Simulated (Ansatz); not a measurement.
# SiGe (model cell, started as CsCl type): phonons and vibrational spectra, part 2 of 2

Task: relax SiGe (model cell, started as CsCl type), then find its harmonic phonons.

Ansatz 0.2.0; DFT LDA, scalar-relativistic, plane waves, PAW.

So far. Step 4 (Tight relaxation): The forces vanish by symmetry and the pressure is 0.003 GPa, within the tolerances set. The cell now holds 16.14 Å³/atom. Step 5 (Linear response at the zone centre): Before it was imposed, the acoustic sum rule was missed by 2.9e-5 eV/Å². Small misses are needed for a sound result but don't prove that mesh and cutoff are converged. The lowest optical mode is real, 175 cm⁻¹. The relaxed cell has a = 3.184 Å (conventional setting).

The structure was built from a prototype and need not be the compound's stable phase.

### Step 6. Response at finite wavevector (continued)

Second derivatives of the energy by pair, one row for each kind of neighbour of each atom listed. Each entry sums the pair over the periodic images of the supercell that the q mesh stands for, and in a polar crystal it holds the long-range dipole part too. Force constants by pair, by row:

```
atom  neighbour  distance (Å)  third of the trace (eV/Å²)  along the pair's line (eV/Å²)
 Ge1     itself             0                       2.531                              –
 Ge1         Si         2.757                      -0.168                        -0.9765
 Ge1         Ge         3.184                     -0.1511                        -0.8064
 Ge1         Ge         4.503                       0.059                         0.1875
 Ge1         Si          5.28                     -0.0306                        -0.0903
 Ge1         Ge         5.515                     -0.0565                        -0.1326
 Ge1         Ge         6.368                      0.0119                         0.0922
 Ge1         Si         6.939                      0.0049                        -0.0129
 Ge1         Ge          7.12                     -0.0252                        -0.0451
 Si2     itself             0                        1.81                              –
 Si2         Ge         2.757                      -0.168                        -0.9765
 Si2         Si         3.184                       -0.03                        -0.3244
 Si2         Si         4.503                      0.0565                          0.174
 Si2         Ge          5.28                     -0.0306                        -0.0903
 Si2         Si         5.515                     -0.0631                        -0.1174
 Si2         Si         6.368                      0.0312                         0.0685
 Si2         Ge         6.939                      0.0049                        -0.0129
 Si2         Si          7.12                     -0.0202                        -0.0453
```

Symmetry leaves 10 wavevectors to solve. The lowest mode among them, the acoustic zeros apart, lies at q = (0.25, 0.25, 0.25) and is imaginary, 91.5i cm⁻¹, so the energy falls along it. Between them the interpolated path dips to 96i cm⁻¹.

### Step 7. Another isotope, element Ge, natural mass 72.63 amu

An isotope changes the mass and not the force constants, so no new electronic calculation is needed; the shifts show which modes move this element.

The same force constants with the mass of Ge changed from 72.630 to 75.921 u (phonopy, no LO-TO term). Both lists are sorted by frequency; levels can cross, so a row need not hold one and the same mode. Modes under 3 cm⁻¹ are left out. Isotope shifts, by row:

```
          q  rank  natural mass (cm⁻¹)  changed mass (cm⁻¹)
      0 0 0     4                174.8                173.7
      0 0 0     5                174.8                173.7
      0 0 0     6                174.8                173.7
   0 0 0.25     1                44.52                43.73
   0 0 0.25     2                44.52                43.73
   0 0 0.25     3                94.27                92.52
   0 0 0.25     4                133.1                132.5
   0 0 0.25     5                133.1                132.5
   0 0 0.25     6                142.6                142.1
   0 0 -0.5     1                66.24                64.78
   0 0 -0.5     2                66.24                64.78
   0 0 -0.5     3                117.6                  115
   0 0 -0.5     4                129.1                129.1
   0 0 -0.5     5                129.1                129.1
   0 0 -0.5     6                134.3                134.3
0 0.25 0.25     1                 18.5                18.22
0 0.25 0.25     2                48.61                47.75
0 0.25 0.25     3                80.19                78.84
0 0.25 0.25     4                127.9                127.4
0 0.25 0.25     5                162.5                161.6
0 0.25 0.25     6                185.3                183.9
```

A mode of this element alone would shift by -2.19 %. The highest zone-centre frequency without the field goes from 174.8 to 173.7 cm⁻¹ (-0.6 %). The product of the frequency ratios over all optical modes at Γ is 0.982; the product rule, (m/m′)^(3k/2) (M′/M)^(3/2) with k = 1 such atoms and M the mass of the cell, gives 0.982.

### Step 8. Another isotope, element Si, natural mass 28.085 amu

The same for Si, from 28.09 to 29.97 u.

The same force constants with the mass of Si changed from 28.085 to 29.974 u (phonopy, no LO-TO term). Both lists are sorted by frequency; levels can cross, so a row need not hold one and the same mode. Modes under 3 cm⁻¹ are left out. Isotope shifts, by row:

```
          q  rank  natural mass (cm⁻¹)  changed mass (cm⁻¹)
      0 0 0     4                174.8                170.8
      0 0 0     5                174.8                170.8
      0 0 0     6                174.8                170.8
   0 0 0.25     1                44.52                44.22
   0 0 0.25     2                44.52                44.22
   0 0 0.25     3                94.27                93.74
   0 0 0.25     4                133.1                129.7
   0 0 0.25     5                133.1                129.7
   0 0 0.25     6                142.6                138.8
   0 0 -0.5     1                66.24                66.24
   0 0 -0.5     2                66.24                66.24
   0 0 -0.5     3                117.6                117.6
   0 0 -0.5     4                129.1                  125
   0 0 -0.5     5                129.1                  125
   0 0 -0.5     6                134.3                  130
0 0.25 0.25     1                 18.5                18.29
0 0.25 0.25     2                48.61                48.28
0 0.25 0.25     3                80.19                79.53
0 0.25 0.25     4                127.9                124.7
0 0.25 0.25     5                162.5                158.6
0 0.25 0.25     6                185.3                181.3
```

A mode of this element alone would shift by -3.20 %. The highest zone-centre frequency without the field goes from 174.8 to 170.8 cm⁻¹ (-2.3 %). The product of the frequency ratios over all optical modes at Γ is 0.933; the product rule, (m/m′)^(3k/2) (M′/M)^(3/2) with k = 1 such atoms and M the mass of the cell, gives 0.933.

### Step 9. Results

| Item | Value |
| --- | --- |
| space group after relaxation (within 0.01 Å) | Pm-3m |
| volume per atom | 16.1 Å³ |
| electronic character | no gap on this mesh |
| highest optical mode at the zone centre (no LO-TO term) | 175 cm⁻¹ |
| lowest optical zone-centre mode | 175 cm⁻¹ |
| lowest mode on the q mesh (acoustic modes at Γ apart) | -91.5 cm⁻¹ |
| highest frequency on the path or at a solved wavevector | 195 cm⁻¹ |
| imaginary modes on the 4×4×4 q mesh | yes |

What this shows: Modes are clearly imaginary (beyond 10i cm⁻¹) at 3 of the 10 irreducible wavevectors, most at q = (0.25, 0.25, 0.25) (91.5i cm⁻¹), so this structure is not a minimum of the energy. The optical modes at Γ form one degenerate level at 175 cm⁻¹. The highest mode in this list at Γ, 174.8 cm⁻¹, is mostly motion of Si (72 % of the kinetic energy). With no gap, or one that is small against the smearing, the frequencies hang on the k mesh and the smearing, most of all near Kohn anomalies. The starting cell was built on a prototype and not taken from a measurement, so the phase need not exist. These are harmonic frequencies at zero temperature: anharmonic shifts, linewidths and thermal expansion are left out.

[Logs are printed without paths, hosts, clocks, repeated set-up lines and the standing remarks that a program may print on its own settings, such as how far it seeks lower states.]

[Hosts, paths, dates, database ids (printed as entryN), source tags and the programs' standing remarks are cut or masked in the printed files.]
